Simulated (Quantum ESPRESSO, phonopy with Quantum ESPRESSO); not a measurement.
# SiC (F-43m): phonons against volume

Wanted: mode Grüneisen parameters of SiC and a free-energy fit over volumes.

Method: DFT LDA, scalar-relativistic, plane waves, GBRV ultrasoft pseudopotentials, in Quantum ESPRESSO 7.5.

Most raw output is cut from this account.

### 1. The starting structure

It takes space group F-43m (No. 216, cubic). Conventional cell: a = 4.358 Å, b = 4.358 Å, c = 4.358 Å, α = 90.00°, β = 90.00°, γ = 90.00°. Nearest to Si lie 4 C at 1.89 Å. Nearest to C lie 4 Si at 1.89 Å. Farther neighbours are not listed.

Coordinates:

```cif
data_structure
_symmetry_space_group_name_H-M 'F-43m'
_symmetry_Int_Tables_number 216
_cell_length_a 4.3580
_cell_length_b 4.3580
_cell_length_c 4.3580
_cell_angle_alpha 90.000
_cell_angle_beta 90.000
_cell_angle_gamma 90.000
_cell_volume 82.77
loop_
_atom_site_label
_atom_site_type_symbol
_atom_site_symmetry_multiplicity
_atom_site_Wyckoff_symbol
_atom_site_fract_x
_atom_site_fract_y
_atom_site_fract_z
_atom_site_occupancy
Si1 Si 4 a 0.00000 0.00000 0.00000 1
C1 C 4 d 0.25000 0.25000 0.75000 1
```

### 2. A first coarse run

A cheap single point shows whether the cell is a metal or an insulator and how far it is from rest; that sets the k-mesh and the occupations of what follows.

Input file probe.in:

```
&control
   calculation = 'scf'
   prefix = 'x'
   outdir = './tmp'
   pseudo_dir = './pseudo'
   tprnfor = .true.
   tstress = .true.
   verbosity = 'high'
/
&system
   ibrav = 0
   nat = 2
   ntyp = 2
   ecutwfc = 34.0
   ecutrho = 204.0
   occupations = 'smearing'
   smearing = 'gaussian'
   degauss = 0.01
/
&electrons
   conv_thr = 1.0d-07
   mixing_beta = 0.7
   electron_maxstep = 100
/
ATOMIC_SPECIES
 Si     28.0850  Si.upf
 C      12.0110  C.upf
CELL_PARAMETERS angstrom
     0.000000000    2.179000000    2.179000000
     2.179000000    0.000000000    2.179000000
     2.179000000    2.179000000    0.000000000
ATOMIC_POSITIONS crystal
 Si     0.000000000   0.000000000   0.000000000
 C      0.250000000   0.250000000   0.250000000
K_POINTS automatic
 8 8 8 0 0 0
```

Launch:

```sh
OMP_NUM_THREADS=1 mpirun -n 8 pw.x -nk 8 -in probe.in > probe.out
```

Wall time 1.2 s (8 MPI ranks of Arm Neoverse V1, shared host).

Numbers from this step:

```yaml
volume_per_atom: 10.35 Å³
pressure: -4.463 GPa
gap_on_the_k_mesh: 1.316 eV
```

The start is under -4.5 GPa at this level and looks like an insulator or semiconductor on this mesh.

### 3. Finding the static equilibrium

The vibrations must be taken about the equilibrium of this functional, not about the starting cell, so the structure is relaxed.

Input file relax.in:

```
&control
   calculation = 'vc-relax'
   prefix = 'x'
   outdir = './tmp'
   pseudo_dir = './pseudo'
   tprnfor = .true.
   tstress = .true.
   forc_conv_thr = 2.0d-05
   etot_conv_thr = 1.0d-07
   nstep = 40
/
&system
   ibrav = 0
   nat = 2
   ntyp = 2
   ecutwfc = 34.0
   ecutrho = 204.0
   occupations = 'fixed'
   nbnd = 6
/
&electrons
   conv_thr = 1.0d-11
   mixing_beta = 0.7
   electron_maxstep = 100
/
&ions
/
&cell
   press_conv_thr = 0.1
/
ATOMIC_SPECIES
 Si     28.0850  Si.upf
 C      12.0110  C.upf
CELL_PARAMETERS angstrom
     0.000000000    2.179000000    2.179000000
     2.179000000    0.000000000    2.179000000
     2.179000000    2.179000000    0.000000000
ATOMIC_POSITIONS crystal
 Si     0.000000000   0.000000000   0.000000000
 C      0.250000000   0.250000000   0.250000000
K_POINTS automatic
 10 10 10 0 0 0
```

Launch:

```sh
OMP_NUM_THREADS=1 mpirun -n 8 pw.x -nk 8 -in relax.in > relax.out
```

It took 3.6 s on 8 MPI ranks; 29 s of CPU time.

Step by step:

| step | energy less that of the first step (eV) | largest force (eV/Å) | volume (Å³) |
| --- | --- | --- | --- |
| 1 | 0.0000 | 0.0000 | 20.69 |
| 2 | -0.0058 | 0.0000 | 20.22 |
| 3 | -0.0059 | 0.0000 | 20.28 |
| 4 | -0.0059 | 0.0000 | 20.27 |
| 5 | -0.0056 | 0.0000 | 20.27 |

| conventional cell, symmetrised | before | after | change |
| --- | --- | --- | --- |
| a (Å) | 4.358 | 4.328 | -0.7 % |
| b (Å) | 4.358 | 4.328 | -0.7 % |
| c (Å) | 4.358 | 4.328 | -0.7 % |
| volume (Å³/atom) | 10.35 | 10.14 | -2.0 % |

Final coordinates:

```
Si C
1.0
     0.00000    2.16423    2.16423
     2.16423    0.00000    2.16423
     2.16423    2.16423    0.00000
Si C
1 1
Direct
  0.00000 0.00000 0.00000
  0.25000 0.25000 0.25000
```

This step gave:

- volume per atom: 10.14 Å³
- pressure: 0.021 GPa
- gap on the k-mesh: 1.300 eV

After the last step pw.x solved the final cell once more on a basis chosen for it, which moves the energy without moving the atoms.

### 4. Ground state at this cell

A tight ground state at this cell gives the energy of this member; its pressure is the stress at this cutoff, which can carry an offset from the finite basis.

Input file scf.in:

```
&control
   calculation = 'scf'
   prefix = 'x'
   outdir = './tmp'
   pseudo_dir = './pseudo'
   tprnfor = .true.
   tstress = .true.
/
&system
   ibrav = 0
   nat = 2
   ntyp = 2
   ecutwfc = 34.0
   ecutrho = 204.0
   occupations = 'fixed'
   nbnd = 6
/
&electrons
   conv_thr = 1.0d-12
   mixing_beta = 0.7
   electron_maxstep = 100
/
ATOMIC_SPECIES
 Si     28.0850  Si.upf
 C      12.0110  C.upf
CELL_PARAMETERS angstrom
     0.000000000    2.164226942    2.164226942
     2.164226942    0.000000000    2.164226942
     2.164226942    2.164226942    0.000000000
ATOMIC_POSITIONS crystal
 Si     0.000000000   0.000000000   0.000000000
 C      0.250000000   0.250000000   0.250000000
K_POINTS automatic
 12 12 12 0 0 0
```

Launch:

```sh
OMP_NUM_THREADS=1 mpirun -n 8 pw.x -nk 8 -in scf.in > scf.out
```

It took 1.7 s on 8 MPI ranks.

Numbers from this step:

* pressure: 0.019 GPa

On a basis chosen for the relaxed cell the pressure is 0.019 GPa, small enough for phonons.

### 5. Zone-centre response

In a polar crystal the Born charges and ε∞ give the long-range dipole term that a finite supercell misses. They are those of this k-mesh and were not tested on a denser one; where the gap is small they converge slowly, and the LO modes with them.

Input file ph.in:

```
phonons
&inputph
   prefix = 'x'
   outdir = './tmp'
   fildyn = 'x.dyn'
   tr2_ph = 1.0d-18
   epsil = .true.
/
0.000000000 0.000000000 0.000000000
```

scf.in is that of step 4.

Launch:

```sh
OMP_NUM_THREADS=1 mpirun -n 8 ph.x -nk 8 -in ph.in > ph.out
```

The job ended after 12 s (8 MPI ranks).

Numbers from this step:

```
Γ frequencies : -7.08, -7.08, -7.08, 798.6, 798.6, 798.6 cm⁻¹ (negative: imaginary)
Γ symmetry    : T_2 G_15 P_4 I+R, T_2 G_15 P_4 I+R, T_2 G_15 P_4 I+R, T_2 G_15 P_4 I+R, T_2 G_15 P_4 I+R, T_2 G_15 P_4 I+R
```

ε∞:

```
6.93 0.00 0.00
0.00 6.93 0.00
0.00 0.00 6.93
```

Born charge (rows field, columns displacement), before the sum rule (e), principal values of the symmetric part by kind of site:

| atom | atoms with these values | low | middle | high | mean |
| --- | --- | --- | --- | --- | --- |
| Si1 | 1 | 2.73 | 2.73 | 2.73 | 2.73 |
| C2 | 1 | -2.73 | -2.73 | -2.73 | -2.73 |

In full for Si1:

```
2.73 0.00 0.00
0.00 2.73 0.00
0.00 0.00 2.73
```

The Born charges sum to zero within 0.0054 e; the rest is removed before use. Acoustic frequencies in this log differ from zero by the error of the sum rule, which ph.x does not impose.

### 6. Forces on a displaced cell

One atom (for the harmonic constants) or a pair of atoms (for the cubic ones) is moved by a few hundredths of an ångström; the forces on all atoms give a column of force constants. The threshold is tight because the forces are small.

System of this step: SiC. The cell holds 54 atoms: 27 Si and 27 C. Its edges and angles: a = 9.182 Å, b = 9.182 Å, c = 9.182 Å, α = 60.0°, β = 60.0°, γ = 60.0°. It derives from SiC, repeated 3×3×3.

Input file disp-00001.in:

```
&control
   calculation = 'scf'
   prefix = 'x'
   outdir = './tmp'
   pseudo_dir = './pseudo'
   tprnfor = .true.
   disk_io = 'none'
/
&system
   ibrav = 0
   nat = 54
   ntyp = 2
   ecutwfc = 34.0
   ecutrho = 204.0
   occupations = 'fixed'
   nbnd = 110
/
&electrons
   conv_thr = 1.0d-11
   mixing_beta = 0.7
   electron_maxstep = 100
/
ATOMIC_SPECIES
 Si     28.0850  Si.upf
 C      12.0110  C.upf
CELL_PARAMETERS angstrom
     0.000000000    6.492680826    6.492680826
     6.492680826    0.000000000    6.492680826
     6.492680826    6.492680826    0.000000000
ATOMIC_POSITIONS crystal
 Si     0.002178166   0.000000000   0.000000000
 Si     0.333333333   0.000000000   0.000000000
 Si     0.666666667   0.000000000   0.000000000
 Si     0.000000000   0.333333333   0.000000000
 Si     0.333333333   0.333333333   0.000000000
 Si     0.666666667   0.333333333   0.000000000
 Si     0.000000000   0.666666667   0.000000000
 Si     0.333333333   0.666666667   0.000000000
[... 42 atom lines left out ...]
 C      0.750000000   0.416666667   0.750000000
 C      0.083333333   0.750000000   0.750000000
 C      0.416666667   0.750000000   0.750000000
 C      0.750000000   0.750000000   0.750000000
K_POINTS automatic
 3 3 3 0 0 0
```

Launch:

```sh
OMP_NUM_THREADS=1 mpirun -n 4 pw.x -nk 4 -in disp-00001.in > disp-00001.out
```

Elapsed: 6.7 min, on 4 MPI ranks.

Numbers from this step:

```
gap on the k-mesh : 1.442 eV
```

Force (size) by element, in eV/Å:

| element | atoms | mean | spread (r.m.s.) | least | largest |
| --- | --- | --- | --- | --- | --- |
| Si | 27 | 0.038 | 0.096 | 0.000 | 0.523 |
| C | 27 | 0.022 | 0.045 | 0.001 | 0.182 |

The atoms with the largest values:

| atom | x, y, z (Å) | force (eV/Å) |
| --- | --- | --- |
| Si1 | 0.00, 0.01, 0.01 | -0.013, -0.369, -0.369 |
| C28 | 1.08, 1.08, 1.08 | 0.078, 0.117, 0.117 |
| C30 | 1.08, 5.41, 5.41 | -0.066, 0.107, 0.107 |
| C34 | 5.41, 1.08, 5.41 | 0.001, 0.040, 0.041 |
| C46 | 5.41, 5.41, 1.08 | 0.001, 0.041, 0.040 |
| Si2 | 0.00, 2.16, 2.16 | -0.007, 0.039, 0.039 |
| Si3 | 0.00, 4.33, 4.33 | 0.007, 0.038, 0.038 |
| Si6 | 2.16, 4.33, 6.49 | -0.025, 0.020, -0.025 |

At this level the gap is 1.44 eV on the k-mesh of the self-consistent run, which can miss the band edges.

### 7. A displaced supercell

disp-00002.in, as its differences from disp-00001.in of step 6:

```diff
@@ -30,3 +30,3 @@
 ATOMIC_POSITIONS crystal
- Si     0.002178166   0.000000000   0.000000000
+ Si     0.000000000   0.000000000   0.000000000
  Si     0.333333333   0.000000000   0.000000000
@@ -57,3 +57,3 @@
  Si     0.666666667   0.666666667   0.666666667
- C      0.083333333   0.083333333   0.083333333
+ C      0.085511499   0.083333333   0.083333333
  C      0.416666667   0.083333333   0.083333333
```

Launch:

```sh
OMP_NUM_THREADS=1 mpirun -n 4 pw.x -nk 4 -in disp-00002.in > disp-00002.out
```

Run time: 7 min. Hardware: 4 MPI ranks.

### 8. Phonons, V/V0 1

This step: DFT LDA, scalar-relativistic, plane waves, GBRV ultrasoft pseudopotentials (phonopy with Quantum ESPRESSO 4.10.0 / 7.5).

Elapsed: 7 min, on 8 threads; 55 min of CPU time.

This step gave:

```yaml
point_group: -43m
highest_frequency: 974.2 cm⁻¹
debye_temperature_from_the_second_moment: 1190 K
lowest_frequency_on_the_path: 0 cm⁻¹
zero_point_energy: 0.2222 eV/cell
gamma_frequencies: 0, 0, 0, 798.9, 798.9, 798.9 cm⁻¹ (negative: imaginary)
```

Phonopy, LO-TO term from ph.x's tensors. The phonon branches at the labelled points (cm⁻¹):

| point | branch 1 | branch 2 | branch 3 | branch 4 | branch 5 | branch 6 |
| --- | --- | --- | --- | --- | --- | --- |
| Γ | 0 | 0 | 0 | 799 | 799 | 974 |
| halfway | 269 | 269 | 402 | 782 | 782 | 923 |
| X | 371 | 371 | 625 | 772 | 772 | 853 |
| halfway | 367 | 396 | 609 | 770 | 772 | 854 |
| U | 353 | 446 | 568 | 765 | 766 | 860 |
| jump to K | 353 | 446 | 568 | 765 | 766 | 860 |
| halfway | 215 | 315 | 428 | 779 | 795 | 899 |
| Γ | 0 | 0 | 0 | 799 | 799 | 974 |
| halfway | 189 | 189 | 408 | 786 | 786 | 923 |
| L | 268 | 268 | 610 | 772 | 772 | 849 |
| halfway | 322 | 392 | 568 | 769 | 770 | 856 |
| W | 398 | 440 | 552 | 756 | 778 | 856 |
| halfway | 384 | 399 | 594 | 765 | 775 | 854 |
| X | 371 | 371 | 625 | 772 | 772 | 853 |

Harmonic. Thermo, by row:

| T (K) | F_vib (meV/atom) | S (J/mol-atom/K) | C_V (J/mol-atom/K) |
| --- | --- | --- | --- |
| 0 | 111.1 | 0 | 0 |
| 50 | 111.1 | 0.083 | 0.285 |
| 100 | 110.9 | 0.791 | 2.276 |
| 150 | 110.2 | 2.255 | 5.194 |
| 200 | 108.5 | 4.164 | 8.211 |
| 250 | 105.8 | 6.303 | 11.01 |
| 300 | 102 | 8.531 | 13.42 |
| 350 | 96.96 | 10.75 | 15.4 |
| 400 | 90.83 | 12.92 | 16.99 |
| 450 | 83.59 | 15 | 18.26 |
| 500 | 75.3 | 16.97 | 19.27 |
| 550 | 66.01 | 18.85 | 20.09 |
| 600 | 55.78 | 20.63 | 20.75 |
| 650 | 44.65 | 22.31 | 21.29 |
| 700 | 32.67 | 23.9 | 21.73 |
| 750 | 19.89 | 25.42 | 22.11 |
| 800 | 6.35 | 26.85 | 22.42 |
| 850 | -7.93 | 28.22 | 22.69 |
| 900 | -22.89 | 29.52 | 22.91 |
| 950 | -38.52 | 30.77 | 23.11 |
| 1000 | -54.77 | 31.96 | 23.28 |

The modes has structure finer than the step of the table below, so its rows give means over 25 cm⁻¹, whole bins alone (the curve runs from -10 to 1011 cm⁻¹). Peaks (cm⁻¹: height): C 773.7: 0.0573, 857.2: 0.0272; Si 356.1: 0.0102, 555.3: 0.0118, 773.7: 0.0132, 863.6: 0.0023.

Phonopy on the run's constants, 21x21x21 mesh, Gaussian sigma 7.3 cm⁻¹. The modes by wavenumber; means over each step; values in 1/cm⁻¹/cell:

| wavenumber (cm⁻¹) | C | Si |
| --- | --- | --- |
| 25 | 7.7e-6 | 1.9e-5 |
| 50 | 3.6e-5 | 8.7e-5 |
| 75 | 9.7e-5 | 2.3e-4 |
| 100 | 1.3e-4 | 3.2e-4 |
| 125 | 2.6e-4 | 6.3e-4 |
| 150 | 3.7e-4 | 9.1e-4 |
| 175 | 5.0e-4 | 0.00127 |
| 200 | 7.3e-4 | 0.00191 |
| 225 | 9.8e-4 | 0.00264 |
| 250 | 0.00145 | 0.00417 |
| 275 | 0.00206 | 0.00640 |
| 300 | 0.00219 | 0.00740 |
| 325 | 0.00223 | 0.00841 |
| 350 | 0.00219 | 0.00971 |
| 375 | 0.00172 | 0.00898 |
| 400 | 0.00115 | 0.00614 |
| 425 | 0.00104 | 0.00588 |
| 450 | 8.0e-4 | 0.00445 |
| 475 | 4.9e-4 | 0.00196 |
| 500 | 5.6e-4 | 0.00256 |
| 525 | 6.8e-4 | 0.00488 |
| 550 | 7.0e-4 | 0.0104 |
| 575 | 3.3e-4 | 0.00669 |
| 600 | 8.0e-5 | 0.00275 |
| 625 | 5.8e-6 | 4.3e-4 |
| 650 | 0 | 3.4e-6 |
| 675 | 0 | 0 |
| 700 | 0 | 0 |
| 725 | 1.1e-5 | 4.8e-7 |
| 750 | 0.00806 | 0.00134 |
| 775 | 0.0454 | 0.0108 |
| 800 | 0.0108 | 0.00356 |
| 825 | 1.7e-4 | 2.1e-5 |
| 850 | 0.0148 | 0.00112 |
| 875 | 0.0124 | 0.00153 |
| 900 | 0.00378 | 9.9e-4 |
| 925 | 0.00225 | 7.8e-4 |
| 950 | 0.00128 | 5.1e-4 |
| 975 | 3.1e-4 | 1.3e-4 |

No LO-TO term. Modes at Γ, with each element's share of the kinetic energy:

| mode | frequency (cm⁻¹) | symmetry | Si % | C % |
| --- | --- | --- | --- | --- |
| 1 | 0.0 | T2 | 70 | 30 |
| 2 | 0.0 | T2 | 70 | 30 |
| 3 | 0.0 | T2 | 70 | 30 |
| 4 | 798.9 | T2 | 30 | 70 |
| 5 | 798.9 | T2 | 30 | 70 |
| 6 | 798.9 | T2 | 30 | 70 |

Displacements in mode 6 (798.9 cm⁻¹), the largest set to 1:
```
Si1  0.00 -0.43  0.29
C2   0.00  1.00 -0.68
```

No mode is imaginary beyond numerical noise along the path.

The time given is that of the 2 pw.x runs on displaced cells behind this step.

The supercell is 7.5 Å across at its narrowest and was not tested against a larger one: only its own wavevectors are exact, and acoustic branches between them, with the entropy at low temperature, can be off.

### 9. Ground state at this cell, V/V0 1.015

This step: DFT LDA, scalar-relativistic, plane waves, GBRV ultrasoft pseudopotentials (Quantum ESPRESSO 7.5).

System of this step: SiC. It takes space group F-43m (No. 216, cubic). Conventional cell: a = 4.350 Å, b = 4.350 Å, c = 4.350 Å, α = 90.00°, β = 90.00°, γ = 90.00°. Si has 4 C at 1.88 Å nearest. Nearest to C lie 4 Si at 1.88 Å. Farther neighbours are not listed.

scf.in: that of step 5 with these lines changed.

```diff
@@ -26,5 +26,5 @@
 CELL_PARAMETERS angstrom
-     0.000000000    2.164226942    2.164226942
-     2.164226942    0.000000000    2.164226942
-     2.164226942    2.164226942    0.000000000
+     0.000000000    2.174994417    2.174994417
+     2.174994417    0.000000000    2.174994417
+     2.174994417    2.174994417    0.000000000
 ATOMIC_POSITIONS crystal
```

Launch:

```sh
OMP_NUM_THREADS=1 mpirun -n 8 pw.x -nk 8 -in scf.in > scf.out
```

The job ended after 1.8 s (8 MPI ranks; 13 s of CPU time).

At this level the gap is 1.31 eV on the k-mesh of the self-consistent run, which can miss the band edges.

### 10. Zone-centre response

ph.in is that of step 5.

scf.in is that of step 9.

Launch:

```sh
OMP_NUM_THREADS=1 mpirun -n 8 ph.x -nk 8 -in ph.in > ph.out
```

Wall time 12 s (8 MPI ranks).

ε∞:

```
6.96 0.00 0.00
0.00 6.96 0.00
0.00 0.00 6.96
```

The Born charges sum to zero within 0.0053 e; the rest is removed before use. Acoustic frequencies in this log differ from zero by the error of the sum rule, which ph.x does not impose.

### 11. Forces on a displaced cell

System of this step: SiC. The cell holds 54 atoms: 27 Si and 27 C. Its edges and angles: a = 9.228 Å, b = 9.228 Å, c = 9.228 Å, α = 60.0°, β = 60.0°, γ = 60.0°. It derives from SiC, repeated 3×3×3.

disp-00001.in: that of step 6 with these lines changed.

```diff
@@ -26,7 +26,7 @@
 CELL_PARAMETERS angstrom
-     0.000000000    6.492680826    6.492680826
-     6.492680826    0.000000000    6.492680826
-     6.492680826    6.492680826    0.000000000
+     0.000000000    6.524983252    6.524983252
+     6.524983252    0.000000000    6.524983252
+     6.524983252    6.524983252    0.000000000
 ATOMIC_POSITIONS crystal
- Si     0.002178166   0.000000000   0.000000000
+ Si     0.002167383   0.000000000   0.000000000
  Si     0.333333333   0.000000000   0.000000000
```

Launch:

```sh
OMP_NUM_THREADS=1 mpirun -n 4 pw.x -nk 4 -in disp-00001.in > disp-00001.out
```

It took 7.3 min on 4 MPI ranks.

### 12. Lattice dynamics at this volume, V/V0 1.015

This step: DFT LDA, scalar-relativistic, plane waves, GBRV ultrasoft pseudopotentials (phonopy with Quantum ESPRESSO 4.10.0 / 7.5).

The job ended after 7.6 min (8 threads).

No mode is imaginary beyond numerical noise along the path. The highest zone-centre mode (no LO–TO term) moved by -1.7 % for a volume change of +1.5 %.

The time given is that of the 2 pw.x runs on displaced cells behind this step.

### 13. Ground state at this cell, V/V0 0.985

This step: DFT LDA, scalar-relativistic, plane waves, GBRV ultrasoft pseudopotentials (Quantum ESPRESSO 7.5).

System of this step: SiC. It takes space group F-43m (No. 216, cubic). Conventional cell: a = 4.307 Å, b = 4.307 Å, c = 4.307 Å, α = 90.00°, β = 90.00°, γ = 90.00°. Nearest to Si lie 4 C at 1.86 Å. Nearest to C lie 4 Si at 1.86 Å. Farther neighbours are not listed.

scf.in: that of step 10 with these lines changed.

```diff
@@ -26,5 +26,5 @@
 CELL_PARAMETERS angstrom
-     0.000000000    2.174994417    2.174994417
-     2.174994417    0.000000000    2.174994417
-     2.174994417    2.174994417    0.000000000
+     0.000000000    2.153351246    2.153351246
+     2.153351246    0.000000000    2.153351246
+     2.153351246    2.153351246    0.000000000
 ATOMIC_POSITIONS crystal
```

Launch:

```sh
OMP_NUM_THREADS=1 mpirun -n 8 pw.x -nk 8 -in scf.in > scf.out
```

It took 1.7 s on 8 MPI ranks.

The run ends at a pressure of 3.58 GPa.

### 14. Born charges and dielectric tensor

ph.in is that of step 10.

scf.in is that of step 13.

Launch:

```sh
OMP_NUM_THREADS=1 mpirun -n 8 ph.x -nk 8 -in ph.in > ph.out
```

Run time: 12 s. Hardware: 8 MPI ranks; 95 s of CPU time.

The Born charges sum to zero within 0.0055 e; the rest is removed before use. Acoustic frequencies in this log differ from zero by the error of the sum rule, which ph.x does not impose.

### 15. A displaced supercell

System of this step: SiC. The cell holds 54 atoms: 27 Si and 27 C. Cell: a = 9.136 Å, b = 9.136 Å, c = 9.136 Å, α = 60.0°, β = 60.0°, γ = 60.0°. It derives from SiC, repeated 3×3×3.

disp-00001.in: that of step 11 with these lines changed.

```diff
@@ -26,7 +26,7 @@
 CELL_PARAMETERS angstrom
-     0.000000000    6.524983252    6.524983252
-     6.524983252    0.000000000    6.524983252
-     6.524983252    6.524983252    0.000000000
+     0.000000000    6.460053739    6.460053739
+     6.460053739    0.000000000    6.460053739
+     6.460053739    6.460053739    0.000000000
 ATOMIC_POSITIONS crystal
- Si     0.002167383   0.000000000   0.000000000
+ Si     0.002189167   0.000000000   0.000000000
  Si     0.333333333   0.000000000   0.000000000
```

Launch:

```sh
OMP_NUM_THREADS=1 mpirun -n 4 pw.x -nk 4 -in disp-00001.in > disp-00001.out
```

It took 6.9 min on 4 MPI ranks; 28 min of CPU time.

### 16. Phonons, V/V0 0.985

This step: DFT LDA, scalar-relativistic, plane waves, GBRV ultrasoft pseudopotentials (phonopy with Quantum ESPRESSO 4.10.0 / 7.5).

The job ended after 7 min (8 threads).

Phonopy, LO-TO term from ph.x's tensors. Phonon branches along the path, in cm⁻¹:

| point | branch 1 | branch 2 | branch 3 | branch 4 | branch 5 | branch 6 |
| --- | --- | --- | --- | --- | --- | --- |
| Γ | 0 | 0 | 0 | 813 | 813 | 990 |
| halfway | 270 | 270 | 408 | 797 | 797 | 938 |
| X | 372 | 372 | 633 | 789 | 789 | 868 |
| halfway | 368 | 398 | 616 | 786 | 788 | 870 |
| U | 354 | 450 | 576 | 781 | 781 | 876 |
| jump to K | 354 | 450 | 576 | 781 | 781 | 876 |
| halfway | 214 | 318 | 433 | 794 | 810 | 914 |
| Γ | 0 | 0 | 0 | 813 | 813 | 990 |
| halfway | 189 | 189 | 415 | 800 | 800 | 938 |
| L | 267 | 267 | 619 | 788 | 788 | 864 |
| halfway | 323 | 395 | 576 | 785 | 785 | 872 |
| W | 402 | 441 | 559 | 771 | 795 | 872 |
| halfway | 387 | 400 | 602 | 780 | 792 | 870 |
| X | 372 | 372 | 633 | 789 | 789 | 868 |

No mode is imaginary beyond numerical noise along the path. The highest zone-centre mode (no LO–TO term) moved by +1.7 % for a volume change of -1.5 %.

The time given is that of the 2 pw.x runs on displaced cells behind this step.

(Continued in part 2 of 2.)

[Logs are printed without paths, hosts, clocks, repeated set-up lines and the standing remarks that a program may print on its own settings, such as how far it seeks lower states.]

[Hosts, paths, dates, database ids (printed as entryN), source tags and the programs' standing remarks are cut or masked in the printed files.]

[A step with changed settings may run another functional than the one named; its input shows which.]

[Of the runs on displaced cells, only some may be shown.]
